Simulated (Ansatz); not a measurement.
## Changed inputs in constrained RPA: RbVF3 (Pm-3m)

Wanted: the sensitivity and cost of U and J for RbVF3 (Pm-3m).

Method: constrained RPA on LDA, plane waves, PAW, in Ansatz 0.2.0.

## (1) Starting point

The structure is cubic, space group Pm-3m (No. 221). Conventional cell: a = 4.182 Å, b = 4.182 Å, c = 4.182 Å, α = 90.00°, β = 90.00°, γ = 90.00°. Nearest to Rb lie 12 F at 2.96 Å. V has 6 F at 2.09 Å nearest. F has 2 V at 2.09 Å and 4 Rb at 2.96 Å nearest. Farther neighbours and most contacts between anions are not listed.

The cell and positions come from the Crystallography Open Database and are kept as given unless a step says otherwise. The default PAW set here is soft_2. Its files were made with PBE.

## (2) Base: V t2g, bands v2 to c1, 4×4×4 mesh, medium accuracy

Constrained RPA screens the interaction with every transition except those inside the target bands, which a later many-body model would treat itself.

Input file input.yaml:

```yaml
crystal:
  lattice:
    - [0.0, 0.0, -4.182]
    - [0.0, -4.182, 0.0]
    - [-4.182, 0.0, 0.0]
  atoms:
    - { symbol: Rb, position: [0.0, 0.0, 0.0] }
    - { symbol: V, position: [0.5, 0.5, 0.5] }
    - { symbol: F, position: [0.5, 0.5, 0.0] }
    - { symbol: F, position: [0.0, 0.5, 0.5] }
    - { symbol: F, position: [0.5, 0.0, 0.5] }
kpoints:
  mp_grid: { grid: [8, 8, 8] }
hamiltonian:
  xc: lda
scf:
  occupations: { method: gaussian, width: 0.08 }
  n_extra_bands: 19
  max_iter: 150
output:
  crpa:
    kmesh: [4, 4, 4]
    target_bands: [v2, c1]
    projections: [{ species: V, l: d, shell: 3, orbitals: [dxz, dyz, dxy] }]
  local_orbitals:
    kmesh: [8, 8, 8]
    orbitals: [{ species: V, l: d, shell: 3, orbitals: [dxz, dyz, dxy] }]
    window: { bands: [v2, c1] }
    seedname: lo
```

The run is started by

```
> ansatz run input.yaml --threads 4 --pin off --max-ram 9216MiB --backend cpu --events-out ev --progress --plain --runs-dir out
```

Numbers of over 12 decimals in the logs are rounded to 6 here.

The log of the run:

```text
scf.n_extra_bands = 19 over 22 filled bands (N_el = 43.0): the run solves 41 bands
Engine: ansatz 0.2.0, aarch64-unknown-linux-gnu
Pseudopotentials: kind: paw
Pseudopotential: Rb, paw, valence charge 9, recommended cutoff 420 eV (normal), Rb.paw.azcp
Pseudopotential: V, paw, valence charge 13, recommended cutoff 420 eV (normal), V.paw.azcp
Pseudopotential: F, paw, valence charge 7, recommended cutoff 420 eV (normal), F.paw.azcp
Functional definition: SPW92
  exchange = slater_x
  correlation = pw_c
Crystal: 5 atoms, lattice volume = 73.140 Å³
Basis set: ecut = 420 eV, 1365 PW (Γ)
Bands: 41, of which v1, the nominal top of the filled ones, is band 22 counted from 1 (21 counted from 0)
Symmetry: 48 space group operations
Space group: Pm-3m (ITA 221), of the structure as read, at distance tolerance 4.2e-5 Å
k-points: 35 of 512
Non-local potential: Rb, projectors of the file, l = 0: 3, l = 1: 2, l = 2: 2
Non-local potential: V, projectors of the file, l = 0: 3, l = 1: 2, l = 2: 3, l = 3: 1
Non-local potential: F, projectors of the file, l = 0: 2, l = 1: 2, l = 2: 1
PAW form: soft (Blöchl's): semilocal exchange-correlation on the pseudo side does not see the compensation charge
PAW frozen core: Rb, regenerated for the run's functional, and the local potential with it (the file was generated under x = pbe(κ = 0.804, μ = 0.219515), c = pbe(β = 0.066725))
PAW frozen core: V, regenerated for the run's functional, and the local potential with it (the file was generated under x = pbe(κ = 0.804, μ = 0.219515), c = pbe(β = 0.066725))
PAW frozen core: F, regenerated for the run's functional, and the local potential with it (the file was generated under x = pbe(κ = 0.804, μ = 0.219515), c = pbe(β = 0.066725))
PAW one-centre angular grid: Rb, 110 points (default); XC on 64 Gauss nodes
PAW one-centre angular grid: V, 590 points (default); XC on 64 Gauss nodes
PAW one-centre angular grid: F, 110 points (default); XC on 64 Gauss nodes
Initial density: superposition of atomic densities (neutral atoms: chi_scale 0, normalization atom), corrected by the library's trained network
Initial wavefunctions: pseudopotential atomic-orbital guess
Functional: x = slater, c = lda
SCF iter   1: F=—  HF=-8415.865216 eV  |F-HF|=—  |Δ(HF+E_count)|=         —  Δρ=2.03e-2  dr2=2.10e-1  ethr=1.77e-3  ⟨swp⟩=6.0  Hψ=6590  notcnv=0  defer=201
preconditioner: auto → LDOS  [metal: Δε(μ)=0.003 eV  Ē_g=15.878 eV  σ=0.080 eV  W_gap=0.02  n_scr=18 (ndim 8)  ℏωp=22.6 eV  f_vac=0.038  D(μ)=10.66/eV (n_scr^D=170)  β→1.0]
SCF iter   2: F=—  HF=-8415.809289 eV  |F-HF|=—  |Δ(HF+E_count)|=   5.59e-2  Δρ=9.48e-3  dr2=2.43e-2  ethr=4.89e-4  ⟨swp⟩=2.3  Hψ=2570  notcnv=0  defer=383
[...]
SCF iter   8: F=-8415.803041 eV  HF=-8415.803041 eV  |F-HF|=1.59e-9  |Δ(HF+E_count)|=   1.53e-7  Δρ=6.38e-6  dr2=1.84e-8  ethr=2.33e-10  ⟨swp⟩=8.5  Hψ=7100  notcnv=0
SCF 1 converged in 8 iterations: F = -8415.803041 eV  dr2 = 1.84e-8
[...]
NSCF: frozen V_eff on 38 k-points
NSCF: frozen V_eff on 10 k-points
[...]
cRPA screening: q 1/64
cRPA screening: q 2/64
cRPA screening: q 8/64 (q-point 3)
cRPA screening: q 11/64 (q-point 6)
cRPA screening: q 23/64 (q-point 7)
cRPA screening: q 35/64 (q-point 11)
cRPA screening: q 38/64 (q-point 22)
cRPA screening: q 46/64 (q-point 23)
cRPA screening: q 58/64 (q-point 27)
cRPA screening: q 64/64 (q-point 43)
SCF converged after 8 iterations
Free energy (F): -8415.803041 eV
Harris-Foulkes:  -8415.803041 eV  (|F-HF|=1.59e-9)
Internal energy: -8415.767976 eV  (E = F + TS)
E sigma→0 (E₀):  -8415.785508 eV
Entropy (-TS):   -0.035066 eV (-7.013 meV/atom)
Fermi energy:    9.447786 eV
--- Per-component energies (eV) ---
  E_band       = -378.365540
  E_kinetic    = 1140.862979
  E_local      = -3675.961639  (includes V_loc(G=0)·N_el)
  E_nonlocal   = 368.559184
  E_hartree    = 1415.356361
  E_xc         = -489.779265
  E_vxc        = -600.768699  (∫ρ·V_xc dr)
  E_paw        = -4149.340706  (= ΣΔE_a)
  E_vpaw       = -441.770964  (= ΣTr[D̂ρ^β])
  E_aug_tail   = 0.006087  (compensation charges beyond the density's cutoff)
  E_ewald      = -3026.428141
  E_core_change = 0.957164  (= ΣΔE_core)
  E_smearing   = -0.035066  (= −TS)
  E_closure    = 0.000000  (closes the sum)
  Σ components = -8415.803041   (vs F -8415.803041, Δ=0.00e0)
--- Band table (eV; the first three rows and the last of 35) ---
  k-point 0: bands = [... 18 lower, 2.6774, 2.6774, 8.8042, 8.8042, 8.8042, 9.8514, 9.8514, 10.0218, ... 15 higher]
  k-point 1: bands = [... 18 lower, 2.6411, 2.6411, 8.8165, 8.9041, 8.9041, 9.8594, 10.0049, 10.3183, ... 15 higher]
  k-point 2: bands = [... 18 lower, 2.5530, 2.5530, 8.8464, 9.1457, 9.1457, 9.8769, 10.3094, 11.1052, ... 15 higher]
  k-point 34: bands = [... 18 lower, 2.8997, 2.8997, 9.9509, 9.9509, 9.9509, 11.8431, 11.8431, 13.0639, ... 15 higher]
--- cRPA (band scheme, projected local orbitals): target bands 21..23 (1-based), 3 Wannier function(s), 4×4×4 mesh, 46 bands' worth read of 51 solved, ecut_chi 136.0 eV, v(q+G=0) probe_charge, pair densities all_electron ---
  bands read: the sum over 46 bands ends inside a degenerate multiplet in 10 slots, whose members it reads at an even weight; the widest, k=0: bands 45 to 47 (counted from 1) at 2/3 each
  χ-basis size per q: N_G = 251..280
  window electrons = 3.0000, filled by tetrahedron_uncorrected; constrained ε̄⁻¹(q = 0, 0) head = 0.368761; min gauge Gram eig = 0.8921
  Kanamori averages over each shell's own Wannier functions (sites counted from 0, functions from 1):
    Site 1, 3D, 3 of 5 d orbitals (Wannier functions 1, 2, 3; wannier90's mr 2, 3, 5):
      screened: U = 6.4754 eV, U' = 5.4665 eV, J = 0.4737 eV
      screened, to within: U = 5.2e-3 eV, U' = 5.2e-3 eV, J = 6.0e-4 eV
      bare: V = 17.6136 eV, V' = 16.3215 eV, J = 0.6446 eV
  Hermiticity witness max|P − P†| over intra, direct and exchange elements: 3.55e-15 eV (screened), 1.30e-19 eV (bare)
  Reality witness max|Im| over intra, direct and exchange elements: 9.84e-20 eV (screened), 2.54e-19 eV (bare)
```

Elapsed: 50 s, on 4 threads of Arm Neoverse V1, shared host; peak memory 0.57 GiB; 3.2 min of CPU time.

The column dr2 measures how far the density is from self-consistency, as an energy; F and HF (Harris–Foulkes) agree once it is small.

This step gave:

| Quantity | Value |
| --- | --- |
| U | 6.475 eV |
| U prime (inter-orbital) | 5.466 eV |
| J | 0.4737 eV |
| bare V | 17.61 eV |
| bare J | 0.6446 eV |
| stated bound on U | 0.005127 eV |
| U over bare V | 0.3676 |
| electrons in the window | 3.000 |
| head of the constrained inverse dielectric matrix | 0.3688 |
| least eigenvalue of the projection's overlap | 0.8921 |
| target functions | 3 |
| bands in the sums | 46 |
| r.m.s. miss of the model bands | 3.18e-5 eV |
| width of the target bands | 1.147 eV |
| weight of the projected orbitals in the window | 0.9347 |

On the V t2g shell, screening brings the on-site interaction from 17.6 eV down to U = 6.48 eV.

## (3) Changed: 6×6×6 mesh

input.yaml, the sections that differ from step 2:

```yaml
output:
  crpa:
    kmesh: [6, 6, 6]
    target_bands: [v2, c1]
    projections: [{ species: V, l: d, shell: 3, orbitals: [dxz, dyz, dxy] }]
# crystal, kpoints, hamiltonian, scf: as in step 2
```

The log of the run:

```text
[...]
Crystal: 5 atoms, lattice volume = 73.140 Å³
Basis set: ecut = 420 eV, 1365 PW (Γ)
Bands: 41, of which v1, the nominal top of the filled ones, is band 22 counted from 1 (21 counted from 0)
Symmetry: 48 space group operations
[...]
k-points: 35 of 512
[...]
SCF iter   1: F=—  HF=-8415.865216 eV  |F-HF|=—  |Δ(HF+E_count)|=         —  Δρ=2.03e-2  dr2=2.10e-1  ethr=1.77e-3  ⟨swp⟩=6.0  Hψ=6590  notcnv=0  defer=201
[...]
SCF iter   8: F=-8415.803041 eV  HF=-8415.803041 eV  |F-HF|=1.59e-9  |Δ(HF+E_count)|=   1.53e-7  Δρ=6.38e-6  dr2=1.84e-8  ethr=2.33e-10  ⟨swp⟩=8.5  Hψ=7100  notcnv=0
SCF 1 converged in 8 iterations: F = -8415.803041 eV  dr2 = 1.84e-8
[...]
NSCF: frozen V_eff on 20 k-points
[...]
cRPA screening: q 1/216
cRPA screening: q 2/216
cRPA screening: q 8/216 (q-point 3)
cRPA screening: q 14/216 (q-point 4)
cRPA screening: q 17/216 (q-point 8)
[...]
SCF converged after 8 iterations
Free energy (F): -8415.803041 eV
[...]
Internal energy: -8415.767976 eV  (E = F + TS)
E sigma→0 (E₀):  -8415.785508 eV
Entropy (-TS):   -0.035066 eV (-7.013 meV/atom)
Fermi energy:    9.447786 eV
[...]
--- Band table (eV; the first three rows and the last of 35) ---
  k-point 0: bands = [... 18 lower, 2.6774, 2.6774, 8.8042, 8.8042, 8.8042, 9.8514, 9.8514, 10.0218, ... 15 higher]
  k-point 1: bands = [... 18 lower, 2.6411, 2.6411, 8.8165, 8.9041, 8.9041, 9.8594, 10.0049, 10.3183, ... 15 higher]
  k-point 2: bands = [... 18 lower, 2.5530, 2.5530, 8.8464, 9.1457, 9.1457, 9.8769, 10.3094, 11.1052, ... 15 higher]
  k-point 34: bands = [... 18 lower, 2.8997, 2.8997, 9.9509, 9.9509, 9.9509, 11.8431, 11.8431, 13.0639, ... 15 higher]
[...]
χ-basis size per q: N_G = 251..280
[...]
Site 1, 3D, 3 of 5 d orbitals (Wannier functions 1, 2, 3; wannier90's mr 2, 3, 5):
      screened: U = 6.4889 eV, U' = 5.4803 eV, J = 0.4740 eV
      screened, to within: U = 5.2e-3 eV, U' = 5.2e-3 eV, J = 5.9e-4 eV
      bare: V = 17.5995 eV, V' = 16.3077 eV, J = 0.6444 eV
[...]
```

The job ended after 4.8 min (4 threads; peak memory 0.81 GiB).

This step gave:

| Quantity | Value |
| --- | --- |
| U | 6.489 eV |
| U prime (inter-orbital) | 5.480 eV |
| J | 0.4740 eV |
| bare V | 17.60 eV |
| bare J | 0.6444 eV |
| stated bound on U | 0.005139 eV |
| U over bare V | 0.3687 |
| electrons in the window | 3.000 |
| head of the constrained inverse dielectric matrix | 0.3761 |
| least eigenvalue of the projection's overlap | 0.8921 |
| target functions | 3 |
| bands in the sums | 46 |
| width of the target bands | 1.147 eV |
| weight of the projected orbitals in the window | 0.9347 |

On the V t2g shell, screening brings the on-site interaction from 17.6 eV down to U = 6.49 eV.

## (4) Changed: 2×2×2 mesh

Changes to input.yaml since step 3:

```diff
@@ -21,3 +21,3 @@
   crpa:
-    kmesh: [6, 6, 6]
+    kmesh: [2, 2, 2]
     target_bands: [v2, c1]
```

The log of the run:

```text
[...]
Crystal: 5 atoms, lattice volume = 73.140 Å³
Basis set: ecut = 420 eV, 1365 PW (Γ)
Bands: 41, of which v1, the nominal top of the filled ones, is band 22 counted from 1 (21 counted from 0)
Symmetry: 48 space group operations
[...]
k-points: 35 of 512
[...]
k-point 34: bands = [... 18 lower, 2.8997, 2.8997, 9.9509, 9.9509, 9.9509, 11.8431, 11.8431, 13.0639, ... 15 higher]
[...]
χ-basis size per q: N_G = 251..280
[...]
Site 1, 3D, 3 of 5 d orbitals (Wannier functions 1, 2, 3; wannier90's mr 2, 3, 5):
      screened: U = 6.8607 eV, U' = 5.8391 eV, J = 0.4740 eV
      screened, to within: U = 6.1e-3 eV, U' = 6.1e-3 eV, J = 6.5e-4 eV
      bare: V = 17.8161 eV, V' = 16.5130 eV, J = 0.6491 eV
[...]
[key lines of the parts left out:]
SCF converged after 8 iterations
Free energy (F): -8415.803041 eV
Fermi energy:    9.447786 eV
```

The job ended after 7.5 s (4 threads; peak memory 0.48 GiB; 27 s of CPU time).

Numbers from this step:

```yaml
u: 6.861 eV
u_prime_inter_orbital: 5.839 eV
j: 0.4740 eV
bare_v: 17.82 eV
bare_j: 0.6491 eV
stated_bound_on_u: 0.006016 eV
u_over_bare_v: 0.3851
electrons_in_the_window: 3.000
head_of_the_constrained_inverse_dielectric_matrix: 0.3732
least_eigenvalue_of_the_projection_s_overlap: 0.8921
target_functions: 3
bands_in_the_sums: 46
width_of_the_target_bands: 1.147 eV
weight_of_the_projected_orbitals_in_the_window: 0.9347
```

On the V t2g shell, screening brings the on-site interaction from 17.8 eV down to U = 6.86 eV.

## (5) Changed: smooth pair densities

Changes to input.yaml since step 4:

```diff
@@ -21,4 +21,5 @@
   crpa:
-    kmesh: [2, 2, 2]
+    kmesh: [4, 4, 4]
     target_bands: [v2, c1]
     projections: [{ species: V, l: d, shell: 3, orbitals: [dxz, dyz, dxy] }]
+    pair_densities: pseudo
```

The log of the run:

```text
[...]
Crystal: 5 atoms, lattice volume = 73.140 Å³
Basis set: ecut = 420 eV, 1365 PW (Γ)
Bands: 41, of which v1, the nominal top of the filled ones, is band 22 counted from 1 (21 counted from 0)
Symmetry: 48 space group operations
[...]
k-points: 35 of 512
[...]
χ-basis size per q: N_G = 251..280
[...]
Site 1, 3D, 3 of 5 d orbitals (Wannier functions 1, 2, 3; wannier90's mr 2, 3, 5):
      screened: U = 6.5016 eV, U' = 5.4599 eV, J = 0.4869 eV
      screened, to within: U = 2.0e-3 eV, U' = 2.0e-3 eV, J = 1.4e-4 eV
      screened, sum over states alone: U = 6.9802 eV, U' = 5.7640 eV, J = 0.5341 eV
      bare: V = 17.6136 eV, V' = 16.3215 eV, J = 0.6446 eV
[...]
[key lines of the parts left out:]
SCF converged after 8 iterations
Free energy (F): -8415.803041 eV
Fermi energy:    9.447786 eV
```

Run time: 44 s. Hardware: 4 threads; peak memory 0.5 GiB; 2.8 min of CPU time.

This step gave:

```
U                                                 : 6.502 eV
U prime (inter-orbital)                           : 5.460 eV
J                                                 : 0.4869 eV
bare V                                            : 17.61 eV
bare J                                            : 0.6446 eV
stated bound on U                                 : 0.001935 eV
U over bare V                                     : 0.3691
electrons in the window                           : 3.000
head of the constrained inverse dielectric matrix : 0.3691
least eigenvalue of the projection's overlap      : 0.8921
target functions                                  : 3
bands in the sums                                 : 46
width of the target bands                         : 1.147 eV
weight of the projected orbitals in the window    : 0.9347
```

On the V t2g shell, screening brings the on-site interaction from 17.6 eV down to U = 6.50 eV.

## (6) Changed: accuracy high

Changes to input.yaml since step 5:

```diff
@@ -24,2 +24,2 @@
     projections: [{ species: V, l: d, shell: 3, orbitals: [dxz, dyz, dxy] }]
-    pair_densities: pseudo
+    accuracy: high
```

The log of the run:

```text
[...]
Crystal: 5 atoms, lattice volume = 73.140 Å³
Basis set: ecut = 420 eV, 1365 PW (Γ)
Bands: 41, of which v1, the nominal top of the filled ones, is band 22 counted from 1 (21 counted from 0)
Symmetry: 48 space group operations
[...]
k-points: 35 of 512
[...]
k-point 34: bands = [... 18 lower, 2.8997, 2.8997, 9.9509, 9.9509, 9.9509, 11.8431, 11.8431, 13.0639, ... 15 higher]
[...]
χ-basis size per q: N_G = 251..280
[...]
Site 1, 3D, 3 of 5 d orbitals (Wannier functions 1, 2, 3; wannier90's mr 2, 3, 5):
      screened: U = 6.4757 eV, U' = 5.4667 eV, J = 0.4737 eV
      screened, to within: U = 7.8e-4 eV, U' = 7.8e-4 eV, J = 7.7e-5 eV
      bare: V = 17.6136 eV, V' = 16.3215 eV, J = 0.6446 eV
[...]
[key lines of the parts left out:]
SCF converged after 8 iterations
Free energy (F): -8415.803041 eV
Fermi energy:    9.447786 eV
```

The job ended after 58 s (4 threads; peak memory 0.64 GiB; 3.7 min of CPU time).

This step gave:

```
U                                                 : 6.476 eV
U prime (inter-orbital)                           : 5.467 eV
J                                                 : 0.4737 eV
bare V                                            : 17.61 eV
bare J                                            : 0.6446 eV
stated bound on U                                 : 7.78e-4 eV
U over bare V                                     : 0.3677
electrons in the window                           : 3.000
head of the constrained inverse dielectric matrix : 0.3688
least eigenvalue of the projection's overlap      : 0.8921
target functions                                  : 3
bands in the sums                                 : 46
width of the target bands                         : 1.147 eV
weight of the projected orbitals in the window    : 0.9347
```

On the V t2g shell, screening brings the on-site interaction from 17.6 eV down to U = 6.48 eV.

## (7) Changed: volume +3 %

The cell differs from the one that the last finished run ended in (a 4.182 → 4.223 Å, b 4.182 → 4.223 Å, c 4.182 → 4.223 Å).

Changes to input.yaml since step 6:

```diff
@@ -2,5 +2,5 @@
   lattice:
-    - [0.0, 0.0, -4.182]
-    - [0.0, -4.182, 0.0]
-    - [-4.182, 0.0, 0.0]
+    - [0.0, 0.0, -4.2234086336]
+    - [0.0, -4.2234086336, 0.0]
+    - [-4.2234086336, 0.0, 0.0]
   atoms:
@@ -24,2 +24,6 @@
     projections: [{ species: V, l: d, shell: 3, orbitals: [dxz, dyz, dxy] }]
-    accuracy: high
+  local_orbitals:
+    kmesh: [8, 8, 8]
+    orbitals: [{ species: V, l: d, shell: 3, orbitals: [dxz, dyz, dxy] }]
+    window: { bands: [v2, c1] }
+    seedname: lo
```

The log of the run:

```text
[...]
Crystal: 5 atoms, lattice volume = 75.334 Å³
Basis set: ecut = 420 eV, 1419 PW (Γ)
Bands: 41, of which v1, the nominal top of the filled ones, is band 22 counted from 1 (21 counted from 0)
Symmetry: 48 space group operations
[...]
k-points: 35 of 512
[...]
k-point 34: bands = [... 18 lower, 2.6171, 2.6171, 9.4917, 9.4917, 9.4917, 11.2952, 11.2952, 12.6494, ... 15 higher]
[...]
χ-basis size per q: N_G = 256..284
[...]
Site 1, 3D, 3 of 5 d orbitals (Wannier functions 1, 2, 3; wannier90's mr 2, 3, 5):
      screened: U = 6.4896 eV, U' = 5.4765 eV, J = 0.4738 eV
      screened, to within: U = 5.2e-3 eV, U' = 5.2e-3 eV, J = 6.1e-4 eV
      bare: V = 17.6546 eV, V' = 16.3583 eV, J = 0.6467 eV
[...]
[key lines of the parts left out:]
SCF converged after 8 iterations
Free energy (F): -8415.657666 eV
Fermi energy:    9.018392 eV
```

The job ended after 50 s (4 threads; peak memory 0.58 GiB).

This step gave:

```yaml
u: 6.490 eV
u_prime_inter_orbital: 5.476 eV
j: 0.4738 eV
bare_v: 17.65 eV
bare_j: 0.6467 eV
stated_bound_on_u: 0.005133 eV
u_over_bare_v: 0.3676
electrons_in_the_window: 3.000
head_of_the_constrained_inverse_dielectric_matrix: 0.3699
least_eigenvalue_of_the_projection_s_overlap: 0.8949
target_functions: 3
bands_in_the_sums: 46
r_m_s_miss_of_the_model_bands: 2.71e-5 eV
width_of_the_target_bands: 1.075 eV
weight_of_the_projected_orbitals_in_the_window: 0.9370
```

On the V t2g shell, screening brings the on-site interaction from 17.7 eV down to U = 6.49 eV.

[end of part 1 of 2]

[Paths, hosts, dates, memory and timing lines, banners, echoed tables and standing remarks are left out of the program output.]

[Logs are printed without paths, hosts, clocks, repeated set-up lines and the standing remarks that a program may print on its own settings, such as how far it seeks lower states.]

[Runs of the session that timed out or met a known fault of the program may be left out.]

[Hosts, paths, dates, database ids (printed as entryN), source tags and the programs' standing remarks are cut or masked in the printed files.]
